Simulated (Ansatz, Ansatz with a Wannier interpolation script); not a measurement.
Rows from a G0W0 calculation on P (puckered monolayer) (Ansatz 0.2.0; G0W0 on PBEsol, plane waves, PAW; 10×12×1 mesh, 647 empty bands, screening to 80 eV), in eV. Spin-orbit coupling is left out.

```
row      Σx     Σc     Vxc     Z
  A  -14.86   0.77  -13.69  0.70
  B   -8.88  -4.46  -13.94  0.69
  C   -7.86  -3.09  -11.35  0.71
  D  -16.88   1.46  -15.03  0.70
  E   -8.05  -3.94  -12.52  0.71
  F  -14.73   1.94  -12.31  0.65
```

**Question.** Which rows are filled states and which are empty ones, and how can one tell?

Filled: A, D and F. Empty: B, C and E. The sign of Σc tells: for a filled state bare exchange, which holds its interaction with itself, lies below Vxc (Σx − Vxc is -1.2 eV or lower here) and screening gives part back as a positive Σc. For an empty state Σx lies above Vxc (+3.5 eV or more) and the Coulomb hole leaves Σc negative.

[Paths, hosts, dates, memory and timing lines, banners, echoed tables and standing remarks are left out of the program output.]

[Logs are printed without paths, hosts, clocks, repeated set-up lines and the standing remarks that a program may print on its own settings, such as how far it seeks lower states.]

[Runs of the session that timed out or met a known fault of the program may be left out.]

[Hosts, paths, dates, database ids (printed as entryN), source tags and the programs' standing remarks are cut or masked in the printed files.]
